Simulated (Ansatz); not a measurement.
# Ca3SiS (model cell, started as antiperovskite): following an unstable mode

Wanted: the energy along a soft mode of Ca3SiS (model cell, started as antiperovskite) and the structure at the end.

Method: DFT PBEsol, scalar-relativistic, plane waves, PAW; PAW set soft_1, in Ansatz 0.2.0.

The structure was built from a prototype and need not be the compound's stable phase.

**1. Set-up**

The structure is cubic, space group Pm-3m (No. 221). Conventional cell: a = 5.168 Å, b = 5.168 Å, c = 5.168 Å, α = 90.00°, β = 90.00°, γ = 90.00°. Si has 12 Ca at 3.65 Å nearest. Nearest to S lie 6 Ca at 2.58 Å. Nearest to Ca lie 2 S at 2.58 Å and 8 Ca at 3.65 Å and 4 Si at 3.65 Å. Farther neighbours and most contacts between anions are not listed.

As a file:

```cif
data_structure
_symmetry_space_group_name_H-M 'P 1'
_symmetry_Int_Tables_number 1
_cell_length_a 5.1680
_cell_length_b 5.1680
_cell_length_c 5.1680
_cell_angle_alpha 90.000
_cell_angle_beta 90.000
_cell_angle_gamma 90.000
_cell_volume 138.03
loop_
_atom_site_label
_atom_site_type_symbol
_atom_site_fract_x
_atom_site_fract_y
_atom_site_fract_z
_atom_site_occupancy
Si1 Si 0.00000 0.00000 0.00000 1
S2 S 0.50000 0.50000 0.50000 1
Ca3 Ca 0.50000 0.50000 0.00000 1
Ca4 Ca 0.50000 0.00000 0.50000 1
Ca5 Ca 0.00000 0.50000 0.50000 1
```

**2. The dispersion**

The cell comes from relaxations at this level that are not shown. Stability and thermal properties need the whole zone. Linear response on a 2×2×2 q mesh gives force constants as far as a supercell of that size would.

input.yaml

```yaml
crystal:
  lattice:
    - [5.1680341995, 0.0, 0.0]
    - [0.0, 5.1680341995, 0.0]
    - [0.0, 0.0, 5.1680341995]
  atoms:
    - { symbol: Si, position: [0.0, 0.0, 0.0] }
    - { symbol: S, position: [0.5, 0.5, 0.5] }
    - { symbol: Ca, position: [0.5, 0.5, 0.0] }
    - { symbol: Ca, position: [0.5, 0.0, 0.5] }
    - { symbol: Ca, position: [0.0, 0.5, 0.5] }
kpoints:
  mp_grid: { grid: [8, 8, 8] }
hamiltonian:
  xc: pbesol
  pseudopotentials: { kind: paw, azcp: { folder: soft_1 }, xc_functional: pbe }
scf:
  occupations: { method: methfessel_paxton, width: 0.2 }
output:
  eigenvalues: true
phonons:
  method: dfpt
  qmesh: [2, 2, 2]
  temperatures: { t_max: 1000, t_step: 50 }
  qpath:
    path:
      - [[0.0, 0.0, 0.0], [0.0, 0.5, 0.0], [0.5, 0.5, 0.0], [0.0, 0.0, 0.0], [0.5, 0.5, 0.5], [0.0, 0.5, 0.0]]
      - [[0.5, 0.5, 0.5], [0.5, 0.5, 0.0]]
    npoints: 10
```

Run with:

```
$ ansatz run input.yaml --threads 8 --pin off --max-ram 16384MiB --backend cpu --events-out ev --progress --plain --runs-dir out
```

Numbers of over 12 decimals in the logs are rounded to 6 here.

Output:

```text
Engine: ansatz 0.2.0, aarch64-unknown-linux-gnu
Pseudopotentials: kind: paw
Pseudopotential: Si, paw, valence charge 4, recommended cutoff 420 eV (normal), soft_1/Si.paw.azcp
Pseudopotential: S, paw, valence charge 6, recommended cutoff 420 eV (normal), soft_1/S.paw.azcp
Pseudopotential: Ca, paw, valence charge 10, recommended cutoff 420 eV (normal), soft_1/Ca.paw.azcp
Functional definition: PBEsol
  exchange = pbesol_x
  correlation = pbesol_c
Crystal: 5 atoms, lattice volume = 138.031 Å³
Basis set: ecut = 420 eV, 2721 PW (Γ), exchange–correlation on 72×72×72 points (8 copies of the dense FFT grid, shifted against one another)
Bands: 25, of which v1, the nominal top of the filled ones, is band 20 counted from 1 (19 counted from 0)
Symmetry: 48 space group operations
k-points: 35 of 512
Non-local potential: Si, projectors of the file, l = 0: 2, l = 1: 2, l = 2: 1
Non-local potential: S, projectors of the file, l = 0: 2, l = 1: 2, l = 2: 1
Non-local potential: Ca, projectors of the file, l = 0: 3, l = 1: 2, l = 2: 2
PAW form: soft (Blöchl's): semilocal exchange-correlation on the pseudo side does not see the compensation charge
PAW frozen core: Si, regenerated for the run's functional, and the local potential with it (the file was generated under x = pbe(κ = 0.804, μ = 0.219515), c = pbe(β = 0.066725))
PAW frozen core: S, regenerated for the run's functional, and the local potential with it (the file was generated under x = pbe(κ = 0.804, μ = 0.219515), c = pbe(β = 0.066725))
PAW frozen core: Ca, regenerated for the run's functional, and the local potential with it (the file was generated under x = pbe(κ = 0.804, μ = 0.219515), c = pbe(β = 0.066725))
PAW one-centre angular grid: Si, 110 points (default); XC on 64 Gauss nodes
PAW one-centre angular grid: S, 110 points (default); XC on 64 Gauss nodes
PAW one-centre angular grid: Ca, 110 points (default); XC on 64 Gauss nodes
Initial density: superposition of atomic densities (chi_scale 0.1, normalization cell, long waves kept (reshape's long-wave potential 0.00 eV rms))
Initial wavefunctions: pseudopotential atomic-orbital guess
Functional: x = pbesol(κ = 0.804, μ = 0.123457), c = pbesol(β = 0.046)
SCF iter   1: F=—  HF=-6892.202755 eV  |F-HF|=—  |Δ(HF+E_count)|=         —  Δρ=2.49e-2  dr2=1.08e0  ethr=3.10e-3  ⟨swp⟩=9.4  Hψ=10893  notcnv=0
automatic band count: the SCF goes on with 30 bands, as 25 were too few: the levels above may hold too much charge
preconditioner: auto → Kerker (q_TF=auto, 2.219 Å⁻¹)  [metal: Δε(μ)=0.033 eV  Ē_g=5.440 eV  σ=0.200 eV  W_gap=0.14  n_scr=26 (ndim 8)  ℏωp=11.8 eV  f_vac=0.000  D(μ)=0.35/eV (n_scr^D=0)]
SCF iter   2: F=—  HF=-6891.934445 eV  |F-HF|=—  |Δ(HF+E_count)|=   2.68e-1  S|Δr|=    0.00e0  Δρ=1.33e-2  dr2=3.14e-1  ethr=2.71e-3  ⟨swp⟩=2.9  Hψ=1954  notcnv=0  defer=103
SCF iter   3: F=—  HF=-6891.887215 eV  |F-HF|=—  |Δ(HF+E_count)|=   4.72e-2  S|Δr|=    0.00e0  Δρ=4.05e-3  dr2=3.48e-2  ethr=7.86e-4  ⟨swp⟩=3.0  Hψ=1876  notcnv=0  defer=103
SCF iter   4: F=—  HF=-6891.888573 eV  |F-HF|=—  |Δ(HF+E_count)|=   1.36e-3  S|Δr|=    0.00e0  Δρ=5.71e-4  dr2=8.95e-4  ethr=8.71e-5  ⟨swp⟩=2.0  Hψ=1181  notcnv=0  defer=103
SCF iter   5: F=—  HF=-6891.888533 eV  |F-HF|=—  |Δ(HF+E_count)|=   3.93e-5  S|Δr|=    0.00e0  Δρ=1.82e-4  dr2=8.07e-5  ethr=2.24e-6  ⟨swp⟩=2.4  Hψ=1491  notcnv=0  defer=103
SCF iter   6: F=—  HF=-6891.888513 eV  |F-HF|=—  |Δ(HF+E_count)|=   2.06e-5  S|Δr|=    0.00e0  Δρ=4.68e-5  dr2=8.22e-6  ethr=2.02e-7  ⟨swp⟩=2.0  Hψ=1079  notcnv=0  defer=103
SCF iter   7: F=—  HF=-6891.888509 eV  |F-HF|=—  |Δ(HF+E_count)|=   3.74e-6  S|Δr|=    0.00e0  Δρ=1.50e-5  dr2=3.30e-7  ethr=2.05e-8  ⟨swp⟩=2.0  Hψ=1201  notcnv=0  defer=103
SCF iter   8: F=—  HF=-6891.888510 eV  |F-HF|=—  |Δ(HF+E_count)|=   6.80e-7  S|Δr|=    0.00e0  Δρ=3.12e-6  dr2=1.26e-8  ethr=8.25e-10  ⟨swp⟩=2.8  Hψ=1578  notcnv=0  defer=103
SCF iter   9: F=—  HF=-6891.888510 eV  |F-HF|=—  |Δ(HF+E_count)|=   1.76e-9  S|Δr|=    0.00e0  Δρ=6.55e-7  dr2=7.82e-10  ethr=3.14e-11  ⟨swp⟩=2.6  Hψ=1604  notcnv=0  defer=103
SCF iter  10: F=—  HF=-6891.888510 eV  |F-HF|=—  |Δ(HF+E_count)|=  1.70e-10  S|Δr|=    0.00e0  Δρ=1.64e-7  dr2=4.13e-11  ethr=1.95e-12  ⟨swp⟩=1.3  Hψ=971  notcnv=0  defer=103
[...]
SCF 1 converged in 11 iterations: F = -6891.888510 eV  dr2 = 6.98e-13
  greatest PAW one-centre occupation: 0.995 electrons in one spin orbital (limit 2), on the Ca atom at site 4 (counted from 0), in its partial waves of l = 0
Initial density: read from a saved state, or passed on in memory by an earlier SCF of this step, an earlier step, the calling program or the single point that the run made first
[...]
eigensolver tolerance schedule: the retry pair's looser diagonalisation over-reported the residual by 264701.66 of it (diagonalisation noise at an unbounded share of the residual, at the tolerance the schedule requests for it); recorded, not acted on — ethr = c·dr2/N_el stays at c = 1.0e-1
preconditioner: auto → Kerker (q_TF=auto, 2.219 Å⁻¹)  [metal: Δε(μ)=0.025 eV  Ē_g=4.991 eV  σ=0.200 eV  W_gap=0.11  n_scr=26 (ndim 8)  ℏωp=11.8 eV  f_vac=0.000  D(μ)=0.30/eV (n_scr^D=0)]
[...]
SCF 2 converged in 6 iterations: F = -6891.888510 eV  dr2 = 8.30e-12
  greatest PAW one-centre occupation: 0.995 electrons in one spin orbital (limit 2), on the Ca atom at site 3 (counted from 0), in its partial waves of l = 0
k-points: 75 of 512 (irreducible under 8 space group operations, time reversal used)
[...]
preconditioner: auto → Resta (q_TF=auto, 2.219 Å⁻¹)  ε∞=6.6  [insulator: Δε(μ)=0.025 eV  Ē_g=4.998 eV  n_scr=26 (ndim 8)  ℏωp=11.8 eV  f_vac=0.000  ε∞_Penn≈6.6]
[...]
SCF iter   4: F=—  HF=-6891.889457 eV  |F-HF|=—  |Δ(HF+E_count)|=   2.24e-7  Δρ=4.30e-6  dr2=3.90e-8  ethr=1.70e-9  ⟨swp⟩=2.0  Hψ=2357  notcnv=0  defer=158
SCF iter   5: F=—  HF=-6891.889457 eV  |F-HF|=—  |Δ(HF+E_count)|=   1.39e-8  Δρ=9.40e-7  dr2=1.77e-9  ethr=9.76e-11  ⟨swp⟩=2.0  Hψ=3071  notcnv=0  defer=158
SCF iter   6: F=-6891.889457 eV  HF=-6891.889457 eV  |F-HF|=1.73e-11  |Δ(HF+E_count)|=  7.28e-11  Δρ=2.27e-7  dr2=7.54e-11  ethr=1.00e-12  ⟨swp⟩=10.6  Hψ=11040  notcnv=0
SCF 3 converged in 6 iterations: F = -6891.889457 eV  dr2 = 7.54e-11
NSCF: frozen V_eff on 7 k-points
DFPT response loops at Γ: preconditioner auto → Resta (q_TF=auto, 2.219 Å⁻¹)  ε∞=53.2 (no band partly filled); β = 1.00, the filter's whole step (`scf.mixing.beta` (0.50) is not read by the response loops at its default; to damp them type it under 1.00, their step now; it binds the ground state too); Broyden in place of MSR1
[...]
NSCF: frozen V_eff on 250 k-points
DFPT response loops at q = (0, 0, -0.5) (fractional): mixed as the last ones told, above
NSCF: frozen V_eff on 250 k-points
DFPT response loops at q = (0, -0.5, -0.5) (fractional): mixed as the last ones told, above
NSCF: frozen V_eff on 250 k-points
DFPT response loops at q = (-0.5, -0.5, -0.5) (fractional): mixed as the last ones told, above
SCF converged after 11 iterations
Stability not checked: this state was not tested for a lower state beside it, because cold or Methfessel-Paxton smearing, or corrected tetrahedra, fill the levels in a way that the test cannot read (fill_not_monotonic; see scf.lower_state_search)
Free energy (F): -6891.888510 eV
Harris-Foulkes:  -6891.888510 eV  (|F-HF|=0.00e0)
Internal energy: -6891.892730 eV  (E = F + TS)
E sigma→0 (E₀):  -6891.889565 eV
Entropy (-TS):   0.004220 eV (0.844 meV/atom)
Fermi energy:    6.873429 eV
Step filling:    the computed levels leave a gap of 0.0252 eV = 0.1 smearing widths at the electron count; against every level under it full and every level over it empty, smearing changes F+E_penalty+E_count by +0.958 meV and its σ→0 estimate by -0.097 meV
--- Per-component energies (eV) ---
  E_band       = -464.201973
  E_kinetic    = 908.805541
  E_local      = -2753.553046  (includes V_loc(G=0)·N_el)
  E_nonlocal   = 329.847953
  E_hartree    = 941.327436
  E_xc         = -523.317746
  E_vxc        = -603.869660  (∫ρ·V_xc dr)
  E_paw        = -3620.647935  (= ΣΔE_a)
  E_vpaw       = -228.087648  (= ΣTr[D̂ρ^β])
  E_aug_tail   = 0.000024  (compensation charges beyond the density's cutoff)
  E_ewald      = -2174.804850
  E_core_change = 0.449893  (= ΣΔE_core)
  E_smearing   = 0.004220  (= −TS)
  E_closure    = -0.000000  (closes the sum)
  Σ components = -6891.888510   (vs F -6891.888510, Δ=0.00e0)
--- Band table (eV; the first three rows and the last of 35) ---
  k-point 0: bands = [... 16 lower, 2.5066, 6.8594, 6.8594, 6.8594, 6.8846, 6.8846, 6.8846, 6.9484, ... 6 higher]
  k-point 1: bands = [... 16 lower, 2.4859, 5.9949, 6.4739, 6.4739, 6.9199, 7.0458, 7.2626, 7.3910, ... 6 higher]
  k-point 2: bands = [... 16 lower, 2.4371, 5.1399, 6.1973, 6.1973, 7.0123, 7.3192, 7.6046, 8.0050, ... 6 higher]
  k-point 34: bands = [... 16 lower, 0.9970, 5.3723, 5.3723, 5.3723, 7.9578, 7.9578, 7.9578, 9.1383, ... 6 higher]
--- Phonons (Γ-DFPT): 4 representative perturbations + reference (Σ response iterations 12) ---
  ASR residual: 4.676e-5 → 0.000e0 eV/Å²; symmetrization residual: 3.001e-6 eV/Å²
  ASR residual per site (eV/Å²): 4.65e-7 4.68e-5 3.73e-5 3.73e-5 3.73e-5
  Γ frequencies (cm⁻¹): -78.83 -78.83 -78.83 0.00 0.00 0.00 42.08 42.08 42.08 154.75 154.75 154.75 401.04 401.04 401.04
  Unit cell's response to a homogeneous field, on a k mesh of 12×12×12: 1 representative field direction (Σ response iterations 10)
  ε∞ (high-frequency dielectric tensor):
       46.672906    -0.000000     0.000000
       -0.000000    46.672906     0.000000
        0.000000     0.000000    46.672906
  ε⁰ (static dielectric tensor): not given — the deck does not say what the cell's rigid motions are, and on a molecule in a box or a wire the rigid rotations would enter the sum over the modes at Γ. For a crystal or a slab, whose only rigid motions are the translations, set phonons.rigid_motions: translations.
  Born effective charges Z* (e; rows j = field, columns β = displacement):
    site 0:
        -5.97735   -0.00000    0.00000
        -0.00000   -5.97735    0.00000
        -0.00000    0.00000   -5.97735
    site 1:
        -5.01807   -0.00000    0.00000
         0.00000   -5.01807    0.00000
         0.00000    0.00000   -5.01807
    site 2:
         3.96100   -0.00000    0.00000
         0.00000    3.96100    0.00000
         0.00000    0.00000    3.07341
    site 3:
         3.96100    0.00000   -0.00000
         0.00000    3.07341    0.00000
        -0.00000    0.00000    3.96100
    site 4:
         3.07341    0.00000    0.00000
        -0.00000    3.96100    0.00000
        -0.00000    0.00000    3.96100
  Z* charge neutrality: 2.202e-6 e pre-enforcement
  k-mesh period / interband length: 62.0 Å / 9.24 Å = 6.71 at k = (0.0000, 0.0000, 0.0000), direct gap 0.023 eV — UNDER 14: by this measure the k-mesh is too coarse for the response
  optical modes at Γ without the LO–TO term, one row a degenerate level:
      ω (cm⁻¹)  modes    IR ((D/Å)²/amu)
        -78.83      3           156.4951
         42.08      3             0.0000
        154.75      3             0.4308
        401.04      3            55.9874
  optical modes at Γ + LO–TO along q̂ = [1.0000, 0.0000, 0.0000]:
      ω (cm⁻¹)  modes    IR ((D/Å)²/amu)
        -78.83      2           104.3301
         42.08      3             0.0000
        101.59      1            47.4145
        154.75      2             0.2872
        155.08      1             0.6352
        401.04      2            37.3250
        409.51      1            22.9214
  optical modes at Γ + LO–TO along q̂ = [0.0000, 1.0000, 0.0000]:
      ω (cm⁻¹)  modes    IR ((D/Å)²/amu)
        -78.83      2           104.3301
         42.08      3             0.0000
        101.59      1            47.4145
        154.75      2             0.2872
        155.08      1             0.6352
        401.04      2            37.3250
        409.51      1            22.9214
  optical modes at Γ + LO–TO along q̂ = [0.0000, 0.0000, 1.0000]:
      ω (cm⁻¹)  modes    IR ((D/Å)²/amu)
        -78.83      2           104.3301
         42.08      3             0.0000
        101.59      1            47.4145
        154.75      2             0.2872
        155.08      1             0.6352
        401.04      2            37.3250
        409.51      1            22.9214
--- Phonons (arbitrary-q DFPT): 4 irreducible q on the 2×2×2 mesh ---
  q = [0.0000, 0.0000, 0.0000] (star 1, of the zone-centre solve; hermiticity 4.63e-7, symmetrization 1.56e-13): -78.83 -78.83 -78.83 -0.00 0.00 0.00 42.08 42.08 42.08 154.75 154.75 154.75 401.04 401.04 401.04
  q = [0.0000, 0.0000, -0.5000] (star 3, 9 solved perturbations in 975 linear systems a pass and spin channel, the states on 125 of 512 k-point pairs; hermiticity 7.01e-7, symmetrization 1.45e-7): -44.05 -44.05 -21.35 -21.35 24.56 94.79 94.79 111.83 128.55 134.00 134.00 311.04 318.08 401.90 401.90
  q = [0.0000, -0.5000, -0.5000] (star 3, 9 solved perturbations in 975 linear systems a pass and spin channel, the states on 125 of 512 k-point pairs; hermiticity 4.79e-7, symmetrization 1.94e-8): -106.52 -58.90 -58.90 48.90 48.90 60.64 114.76 126.58 126.58 161.69 286.33 309.84 309.84 341.25 401.84
  q = [-0.5000, -0.5000, -0.5000] (star 1, 4 solved perturbations in 350 linear systems a pass and spin channel, the states on 125 of 512 k-point pairs; hermiticity 3.37e-7, symmetrization 2.18e-8): -104.72 -104.72 -104.72 -29.22 -29.22 -29.22 159.66 159.66 159.66 286.81 286.81 310.72 310.72 310.72 349.44
  sum rule: each row above includes the acoustic sum rule's correction from the zone centre's row sums; it moved no ω² by more than (0.63 cm⁻¹)²
  mesh force constants: q→R imaginary residual 2.34e-18; ASR residual 4.676e-5 → 0.000e0 eV/Å²; symmetrization residual 1.066e-14 eV/Å²
  interpolated dispersion: 63 rows × 15 modes
  density of states and harmonic sums: on the 12×12×12 q-mesh, interpolated from the force constants of a 2×2×2 supercell (with the dipole–dipole term)
  largest difference from the sums on the solved wave vectors: F 2.51e-1 eV, S 3.35e-4 and C_V 8.47e-5 eV/K
  zero-point energy: 0.139566 eV/cell   skipped modes (ω ≤ 0): 274, of them read as no rigid motion or as one in doubt: 271 (3.140e0 modes/cell left out, lowest -106.52 cm⁻¹)   left out of the sums: 2.09e-1 of the cell's modes: C_V's classical limit lies that fraction below 3 k_B per atom; for a crystal, a wire or a layer, F and S can be off by more, and a phonons.interpolated_qmesh denser along its periods is the remedy for the sampling
```

The job ended after 2.4 min (8 threads of Arm Neoverse V2, shared host; peak memory 2.6 GiB).

Numbers from this step:

| Property | Result |
| --- | --- |
| volume per atom | 27.61 Å³ |
| gap on the k-mesh | 0.02521 eV |
| sum-rule residual before enforcement | 4.68e-5 eV/Å² |
| lowest frequency on the path | -106.5 cm⁻¹ |
| point group | m-3m |
| highest frequency on the path or at a solved wavevector | 409.5 cm⁻¹ |
| highest optical mode at the zone centre (no LO-TO term) | 401.0 cm⁻¹ |
| lowest optical zone-centre mode | -78.83 cm⁻¹ |
| lowest mode on the q mesh (acoustic modes at Γ apart) | -106.5 cm⁻¹ |

Frequencies (cm⁻¹) solved at each irreducible wavevector; negative means imaginary. Frequencies by wavevector, by row:

```csv
q in reciprocal lattice units,star,mode 1,mode 2,mode 3,mode 4,mode 13,mode 14,mode 15
0 0 0,1,-78.8,-78.8,-78.8,0,401,401,401
0 0 -0.5,3,-44,-44,-21.4,-21.4,318.1,401.9,401.9
0 -0.5 -0.5,3,-106.5,-58.9,-58.9,48.9,309.8,341.2,401.8
-0.5 -0.5 -0.5,1,-104.7,-104.7,-104.7,-29.2,310.7,310.7,349.4
```

Interpolated from a 2×2×2 q mesh. The phonon branches at the labelled points (cm⁻¹):

```csv
point,branch 1,branch 2,branch 3,branch 4,branch 12,branch 13,branch 14,branch 15
Γ,-79,-79,0,0,155,401,401,410
halfway,-64,-64,24,24,210,386,402,402
X,-44,-44,-21,-21,311,318,402,402
halfway,-91,-35,-34,-25,311,314,383,402
M,-106,-59,-59,49,310,310,341,402
halfway,-80,-52,-45,36,214,374,391,402
Γ,-79,-79,0,0,155,401,401,410
halfway,-76,-75,-75,33,219,374,374,395
R,-105,-105,-105,-29,311,311,311,349
halfway,-92,-84,-69,26,311,312,375,389
X,-44,-44,-21,-21,311,318,402,402
jump to R,-105,-105,-105,-29,311,311,311,349
halfway,-106,-86,-86,9,310,310,333,384
M,-106,-59,-59,49,310,310,341,402
```

Symmetry leaves 4 wavevectors to solve. The lowest mode among them, the acoustic zeros apart, lies at q = (0, -0.5, -0.5) and is imaginary, 106.5i cm⁻¹, so the energy falls along it.

**3. The mode frozen in, largest atomic shift 0 Å**

The mode followed lies at q = (-0.5, -0.5, -0.5) with frequency 104.7i cm⁻¹ and is 3-fold degenerate, one of the unstable modes though not the softest. At small amplitude the distorted cell has space group no. 167 by a symmetry search on the positions. The undistorted cell that holds it gives the zero of energy on the same k mesh.

System of this step: Ca3SiS (model cell, started as antiperovskite). Symmetry: Pm-3m, No. 221, cubic system. Conventional cell: a = 5.168 Å, b = 5.168 Å, c = 5.168 Å, α = 90.00°, β = 90.00°, γ = 90.00°. Si has 12 Ca at 3.65 Å nearest. Nearest to S lie 6 Ca at 2.58 Å. Nearest to Ca lie 2 S at 2.58 Å and 8 Ca at 3.65 Å and 4 Si at 3.65 Å. Farther neighbours and most contacts between anions are not listed.

input.yaml, the sections that differ from step 2:

```yaml
crystal:
  lattice:
    - [5.1680341995, 5.1680341995, 0.0]
    - [5.1680341995, 0.0, 5.1680341995]
    - [5.1680341995, 0.0, -5.1680341995]
  atoms:
    - { symbol: Si, position: [0.0, 0.0, 0.0] }
    - { symbol: Si, position: [0.0, 0.5, 0.5] }
    - { symbol: S, position: [0.5, 0.25, 0.75] }
    - { symbol: S, position: [0.5, 0.75, 0.25] }
    - { symbol: Ca, position: [0.5, 0.5, 0.5] }
    - { symbol: Ca, position: [0.5, 0.0, 0.0] }
    - { symbol: Ca, position: [0.0, 0.5, 0.0] }
    - { symbol: Ca, position: [0.0, 0.0, 0.5] }
    - { symbol: Ca, position: [0.5, 0.5, 0.0] }
    - { symbol: Ca, position: [0.5, 0.0, 0.5] }
output:
  forces: true
  stress: true
  eigenvalues: true
# kpoints, hamiltonian, scf: as in step 2
# phonons: removed
```

Output:

```text
[...]
Crystal: 10 atoms, lattice volume = 276.062 Å³
Basis set: ecut = 420 eV, 5329 PW (Γ), exchange–correlation on 100×100×100 points (8 copies of the dense FFT grid, shifted against one another)
Bands: 50, of which v1, the nominal top of the filled ones, is band 40 counted from 1 (39 counted from 0)
Symmetry: 96 space group operations
[...]
k-points: 29 of 512
[...]
k-point 0: bands = [... 36 lower, 5.3729, 6.8601, 6.8601, 6.8601, 6.8835, 6.8835, 6.8835, 6.9484, ... 6 higher]
  k-point 1: bands = [... 36 lower, 5.3768, 6.2320, 6.4562, 6.4562, 6.9622, 6.9622, 7.1083, 7.3944, ... 6 higher]
  k-point 2: bands = [... 36 lower, 5.3992, 5.6540, 6.0890, 6.0890, 7.1418, 7.1418, 7.3332, 7.9274, ... 6 higher]
  k-point 28: bands = [... 36 lower, 5.5120, 5.5120, 6.0494, 6.0494, 7.4649, 7.4649, 8.1893, 8.1893, ... 6 higher]
[key lines of the parts left out:]
SCF converged after 8 iterations
Free energy (F): -13783.778412 eV
Fermi energy:    6.870934 eV
P = ⅓ Tr σ = 0.0067 GPa (0.067 kbar)
```

Elapsed: 2.8 s, on 8 threads; peak memory 1 GiB.

This step gave:

| Property | Result |
| --- | --- |
| pressure | 0.006677 GPa |
| gap on the k-mesh | 0.02340 eV |
| energy from the undistorted cell | 0 meV/atom |

The run ends at a pressure of 0.01 GPa.

(Continued in part 2 of 3.)

[Logs are printed without paths, hosts, clocks, repeated set-up lines and the standing remarks that a program may print on its own settings, such as how far it seeks lower states.]

[Hosts, paths, dates, database ids (printed as entryN), source tags and the programs' standing remarks are cut or masked in the printed files.]
